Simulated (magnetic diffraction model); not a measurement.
**Moment size from magnetic intensity in Na₃Ho₂Cl₉**

Space group P-3m1 (no. 164), a = 7.0680 Å, c = 8.8420 Å.

```
site  atom       x       y       z
  2d    Ho     1/3     2/3  0.8121
  6i    Cl  0.6726  0.8363  0.6639
  3e    Cl       0     1/2       0
  1a    Na       0       0       0
  2d    Na     1/3     2/3  0.3393
```

The compound is invented for this exercise: a known structure type with other elements, its cell scaled to their sizes and not relaxed.

Only Ho is taken to order (form factors of Ho3+); orders and moment sizes are assumed, and not adapted to the symmetry. Radiation: neutrons of λ = 2.41 Å, 2° to 60°; isotropic B of 0.38 Å² (Ho), 0.59 Å² (Cl) and 0.56 Å² (Na). The intensities are simulated: I ∝ L Σ (|F_N|² + |F_M⊥|²) for unpolarised neutrons, with F_M = 2.695 fm/μB × Σ f(s) S exp(2πi Q·r) exp(−B s²) at Q = H ± k (one set where k and −k are equivalent), only the part normal to Q counting and L = 1/(sin²θ cos θ). For a modulated order the moment at position r is S exp(−2πi k·r) + c.c., with S = m/2 for a sine wave of amplitude m and S = m(u + iv)/2 for moments turning in a plane, u and v being orthogonal unit vectors in it; the phase factor of the sum at Q = H + k is then exp(2πi H·r). Form factors are spin-only for 3d ions and dipole or tabulated for f ions, scattering lengths are Sears's of 1992, and absorption is left out. A label names one of the reflections at its angle. The strongest nuclear line in the range is 100, and lines under 0.2 are left out.

In a first state the assumed order is k = (1/3 1/3 1/2), moments turning in the plane of [100] and [001], 5.6 μB on Ho; signs + at (1/3, 2/3, 0.8121), − at (2/3, 1/3, 0.1879), with this pattern:

| 2θ (°) | index | nuclear | magnetic |
| --- | --- | --- | --- |
| 15.23 | (2/3 -1/3 1/2) | 0.0 | 27.4 |
| 15.66 | (0 0 1) | 0.8 | 0.0 |
| 22.71 | (1 0 0) | 2.0 | 0.0 |
| 27.05 | (1/3 1/3 3/2) | 0.0 | 7.7 |
| 27.46 | (2/3 2/3 1/2) | 0.0 | 8.7 |
| 27.71 | (1 0 1) | 35.8 | 0.0 |
| 31.63 | (0 0 2) | 0.6 | 0.0 |
| 35.60 | (2/3 2/3 3/2) | 0.0 | 5.2 |
| 35.92 | (4/3 1/3 1/2) | 0.0 | 11.3 |
| 39.29 | (1 0 2) | 0.5 | 0.0 |
| 42.10 | (1/3 1/3 5/2) | 0.0 | 2.6 |
| 42.65 | (4/3 1/3 3/2) | 0.0 | 6.0 |
| 43.09 | (1 1 1) | 1.0 | 0.0 |
| 46.37 | (2 0 0) | 0.7 | 0.0 |
| 48.26 | (0 0 3) | 23.6 | 0.0 |
| 48.36 | (2/3 2/3 5/2) | 0.0 | 2.1 |
(The table stops after 16 lines; 10 more lie at higher angle.)

**Question.** Nearer the ordering temperature the line at 15.23° has total intensity 6.9 on the same scale, and all moments have shrunk alike. How large is the Ho moment?

The nuclear part, 0.0, stays, so the magnetic part is 6.9 against 27.4. It goes as m², so m = 5.6 × √(6.9/27.4) = 2.81 μB; the value used was 2.8 μB.

[Logs are printed without paths, hosts, clocks, repeated set-up lines and the standing remarks that a program may print on its own settings, such as how far it seeks lower states.]
